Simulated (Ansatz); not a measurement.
# A hypothetical structure for AgS3Br, part 2 of 2

This structure for AgS3Br is made up. Its elements were placed in a known structure type with a cell scaled to their sizes. What cell does the guess relax to, and how far off was it?

Ansatz 0.2.0; DFT, r2SCAN, plane-wave PAW, files of the set soft_1, scalar-relativistic, no spin, cell and ions relaxed at zero pressure; PAW set soft_1 (the session's first sound run).

So far: The structure; Relaxing cell and atoms. The relaxed cell has a, b, c = 4.786, 9.177, 5.273 Å (conventional setting).

## (3) Bands of the relaxed cell

A second self-consistent run takes a narrower smearing and the mesh shown in its input; the bands follow along the standard path of the relaxed lattice.

This step: DFT, r2SCAN, plane-wave PAW, files of the set soft_1, scalar-relativistic, no spin, bands and density of states at the relaxed cell; PAW set soft_1 (Ansatz 0.2.0).

Input file input.yaml:

```yaml
crystal:
  lattice:
    - [2.3932211885, -4.5882522157, 0.0]
    - [2.3932211885, 4.5882522157, 0.0]
    - [0.0, 0.0, 5.2729445695]
  atoms:
    - { symbol: Ag, position: [0.0, 0.0, 0.0] }
    - { symbol: Br, position: [0.5, 0.5, 0.5] }
    - { symbol: S, position: [0.5, 0.0, 0.0] }
    - { symbol: S, position: [0.0, 0.5, 0.0] }
    - { symbol: S, position: [0.0, 0.0, 0.5] }
kpoints:
  mp_grid: { grid: [8, 8, 6] }
  band_path:
    path:
      - [[0.0, 0.0, 0.0], [0.31801601, 0.31801601, 0.0], [0.0, 0.5, 0.0], [0.0, 0.5, 0.5], [0.31801601, 0.31801601, 0.5], [0.0, 0.0, 0.5], [0.0, 0.0, 0.0], [-0.5, 0.5, 0.0], [-0.31801601, 0.68198399, 0.0], [-0.31801601, 0.68198399, 0.5], [-0.5, 0.5, 0.5], [-0.5, 0.5, 0.0]]
      - [[0.0, 0.0, 0.5], [-0.5, 0.5, 0.5]]
    npoints: 6
scf:
  occupations: { method: fermi_dirac, width: 0.03 }
  n_extra_bands: 9
hamiltonian:
  xc: r2scan
  pseudopotentials: { kind: paw, azcp: { folder: soft_1 } }
output:
  forces: true
  stress: true
  write_bands: true
  dos: { projected: true }
  write_density: true
  write_potential: true
  elf: true
  volumetric_format: npy
```

The run is started by

```sh
$ ansatz run input.yaml --threads 4 --pin off --max-ram 8192MiB --backend cpu --events-out ev --progress --plain --runs-dir out
```

Numbers of over 12 decimals in the logs are rounded to 6 here.

The program printed:

```text
[...]
Crystal: 5 atoms, lattice volume = 115.801 Å³
Basis set: ecut = 500 eV, 2963 PW (Γ), exchange–correlation on 160×160×160 points (64 copies of the dense FFT grid, shifted against one another)
Bands: 31, of which v1, the nominal top of the filled ones, is band 22 counted from 1 (21 counted from 0)
Symmetry: 8 space group operations
[...]
k-points: 84 of 384
[...]
SCF iter   1: F=—  HF=-13113.180176 eV  |F-HF|=—  |Δ(HF+E_count)|=         —  Δρ=5.14e-2  dr2=7.07e0  dr2_τ=1.12e-1  ethr=3.10e-3  ⟨swp⟩=7.7  Hψ=14254  notcnv=0
[...]
SCF iter   9: F=-13112.033254 eV  HF=-13112.033254 eV  |F-HF|=6.72e-9  |Δ(HF+E_count)|=   2.79e-7  Δρ=4.46e-6  dr2=1.86e-8  dr2_τ=9.15e-10  ethr=2.27e-10  ⟨swp⟩=16.6  Hψ=23432  notcnv=0
SCF 1 converged in 9 iterations: F = -13112.033254 eV  dr2 = 1.86e-8
[...]
NSCF: frozen V_eff on 74 k-points
SCF converged after 9 iterations
Free energy (F): -13112.033254 eV
[...]
Internal energy: -13112.023198 eV  (E = F + TS)
E sigma→0 (E₀):  -13112.028226 eV
Entropy (-TS):   -0.010057 eV (-2.011 meV/atom)
Fermi energy:    5.514136 eV
[...]
--- Stress (GPa, compression-positive) ---
       -1.484934       0.000000      -0.000000
        0.000000       0.331877      -0.000000
       -0.000000      -0.000000       0.250860
  P = ⅓ Tr σ = -0.3007 GPa (-3.007 kbar)
--- Band table (eV; the first three rows and the last of 84) ---
  k-point 0: bands = [... 18 lower, 3.5418, 4.5251, 4.7985, 5.4392, 5.7865, 7.2547, 10.8347, 11.6002, ... 5 higher]
  k-point 1: bands = [... 18 lower, 3.3336, 4.4769, 4.8893, 5.4427, 5.7399, 7.8153, 11.2104, 11.6262, ... 5 higher]
  k-point 2: bands = [... 18 lower, 2.8917, 4.3744, 5.0314, 5.4521, 5.6502, 9.1740, 11.6956, 11.8663, ... 5 higher]
  k-point 83: bands = [... 18 lower, 4.0677, 5.7980, 5.8975, 6.4222, 6.9259, 11.1278, 11.3953, 11.7770, ... 5 higher]
```

Wall time 18 s (4 threads of Arm Neoverse V1, shared host); peak memory 0.83 GiB.

In the SCF lines HF is the Harris–Foulkes energy and dr2 the Hartree energy of the density residual, in eV; the loop may stop once dr2 is under the threshold and the program's other checks hold. Hψ counts applications of the Hamiltonian.

This step gave:

- free energy: -13112.0333 eV
- energy at zero smearing: -13112.0282 eV
- smearing term TS: 0.01006 eV
- Fermi energy: 5.514 eV
- pressure: -0.3007 GPa

From bands.tsv, the bands that come nearest the Fermi level along the path, at its corners, in eV from the Fermi level:

```tsv
point	band 19	band 20	band 21	band 22	band 23	band 24	band 25	band 26
Γ	-1.97	-0.99	-0.72	-0.07	0.27	1.74	5.32	6.09
X	-2.09	-1.82	-1.43	-0.32	-0.04	1.33	1.80	4.81
S	-1.46	-1.24	-1.13	-0.97	-0.94	-0.52	-0.05	5.20
R	-1.37	-1.17	-0.68	-0.62	-0.59	-0.33	0.85	6.97
A	-1.14	-1.06	-0.76	-0.49	0.35	1.36	1.81	6.48
Z	-2.99	-1.19	-0.42	-0.06	0.09	4.76	6.25	6.29
Γ	-1.97	-0.99	-0.72	-0.07	0.27	1.74	5.32	6.09
Y	-2.23	-0.80	0.08	0.37	1.39	6.22	6.44	6.49
X1	-2.09	-1.82	-1.43	-0.32	-0.04	1.33	1.80	4.81
A1	-1.14	-1.06	-0.76	-0.49	0.35	1.36	1.81	6.48
T	-1.45	0.28	0.38	0.91	1.41	5.61	5.88	6.26
Y	-2.23	-0.80	0.08	0.37	1.39	6.22	6.44	6.49
Z	-2.99	-1.19	-0.42	-0.06	0.09	4.76	6.25	6.29
T	-1.45	0.28	0.38	0.91	1.41	5.61	5.88	6.26
```

Counts of states for the cell as run, both spins, by energy window (eV from the Fermi level):

| from | to | total |
| --- | --- | --- |
| -8 | -7 | 0.20 |
| -7 | -6 | 1.40 |
| -6 | -5 | 3.63 |
| -5 | -4 | 6.42 |
| -4 | -3 | 4.82 |
| -3 | -2 | 3.63 |
| -2 | -1 | 4.02 |
| -1 | 0 | 3.74 |
| 0 | 1 | 2.76 |
| 1 | 2 | 0.70 |
| 2 | 3 | 0.63 |
| 3 | 4 | 0.81 |
| 4 | 5 | 1.04 |
| 5 | 6 | 1.70 |

Below -8 eV lie 16.0 more states.

Valence density in the ac plane of the cell as run, not the conventional one, at fractional y = 0.000, with atoms of Ag and S within 0.2 Å of it. It is the smooth field of the valence electrons, not physical close to the nuclei.

Ten steps, logarithmic in the rise over the least value, from '_' (0 e/Å³) to '@' (20 e/Å³), each cell a mean:
```
@@##==::::----------::::**%%
**++::....::------::....--**
--::..__....::::::..__....::
::....__________________..::
--::..________________..::--
----::..______________::----
::----..____________..::----
------..____________..::----
----::..______________..----
::::..________________....::
::....____........______..::
==--......::----::......::==
%%**--..::--------::..::++##
@@%%++::::----::----::--**@@
```
Columns run along a (5.2 Å), rows up along c (5.3 Å). Atoms in or near the plane, at fractional coordinates: Ag at (0.00, 0.00), S at (0.50, 0.00), S at (0.00, 0.50).

Electrostatic potential energy in the ac plane of the cell as run, not the conventional one, at fractional y = 0.000, with atoms of Ag and S within 0.2 Å of it. With pseudopotentials it is smooth inside the atoms' cores, unlike the true potential.

Ten even steps from '_' (-36 eV) to '@' (12 eV), each cell a mean:
```
++--==%%##--______++%%##--==
--==##%%%%**--::==%%%%%%++--
**##%%@@@@@@%%%%%%@@@@@@%%##
%%%%@@@@@@@@@@@@@@@@@@@@@@%%
++##%%@@@@@@@@@@@@@@@@@@%%**
__::##@@@@@@@@@@@@@@@@%%==__
..__++@@@@@@@@@@@@@@@@##::__
____**@@@@@@@@@@@@@@@@%%--__
::==%%@@@@@@@@@@@@@@@@@@**--
##%%@@@@@@@@@@@@@@@@@@@@%%%%
%%%%@@@@@@@@@@@@@@@@@@@@%%%%
==**%%@@@@%%**++##%%@@%%##++
----++%%%%==____::**%%##==--
##--==####::__..__++%%**--++
```
Columns run along a (5.2 Å; values clipped at the 3rd and 97th percentile), rows up along c (5.3 Å). Atoms in or near the plane, at fractional coordinates: Ag at (0.00, 0.00), S at (0.50, 0.00), S at (0.00, 0.50).

ELF in the ac plane of the cell as run, not the conventional one, at fractional y = 0.000, with atoms of Ag and S within 0.2 Å of it. It is the smooth field of the valence electrons, not physical close to the nuclei.

Ten even steps from '_' (0.00) to '@' (0.90), each cell a mean:
```
##++--::##%%==::##%%==::==**
====::..++@@@@@@@@%%--..--==
::......--##@@@@%%++......::
++==::..__::****==..__..--==
@@@@##--____....____..++%%@@
++%%@@##::__________==%%@@##
__**@@%%--________..**@@@@::
::##@@##--________..++@@@@==
%%@@%%++..__________--##@@@@
####++::__..--==::____--**##
::::..__..++%%%%##--......::
--::....==%%@@@@@@##::..::--
**++--::**@@##**%%%%==::==++
%%**--::##%%..__++%%==::==##
```
Columns run along a (5.2 Å), rows up along c (5.3 Å). Atoms in or near the plane, at fractional coordinates: Ag at (0.00, 0.00), S at (0.50, 0.00), S at (0.00, 0.50).

## (4) Summary of results

```json
{"space group, relaxed": "Cmmm", "conventional cell": "a = 4.786, b = 9.177, c = 5.273 Å; α = 90.0°, β = 90.0°, γ = 90.0°", "volume per atom": "23.16 Å³ (guess 19.62)"}
```

What this shows: AgS3Br relaxes to Cmmm with a = 4.786, b = 9.177 and c = 5.273 Å. The guessed volume was 15 % too small. The space group Cmmm was held in the relaxation, so the end point is a stationary structure within it and may be a saddle against distortions or other arrangements. Bands cross the Fermi level, so it is a metal or semimetal at this level. On the 8×8×6 mesh with the narrower smearing (relaxed on 6×6×6) the forces vanish, as symmetry may demand, and the largest stress component is 1.485 GPa, against the relaxation's thresholds of 0.015 eV/Å and 0.05 GPa. The cutoff wasn't tested. A vector of the cell changed its length by 19 %, more than the volume shows. No dispersion term is used, so weakly bound directions may come out too long. The runs have no spin, and magnetism wasn't tested. Nothing here tests whether the compound is stable against decomposition.

[Logs are printed without paths, hosts, clocks, repeated set-up lines and the standing remarks that a program may print on its own settings, such as how far it seeks lower states.]

[Hosts, paths, dates, database ids (printed as entryN), source tags and the programs' standing remarks are cut or masked in the printed files.]
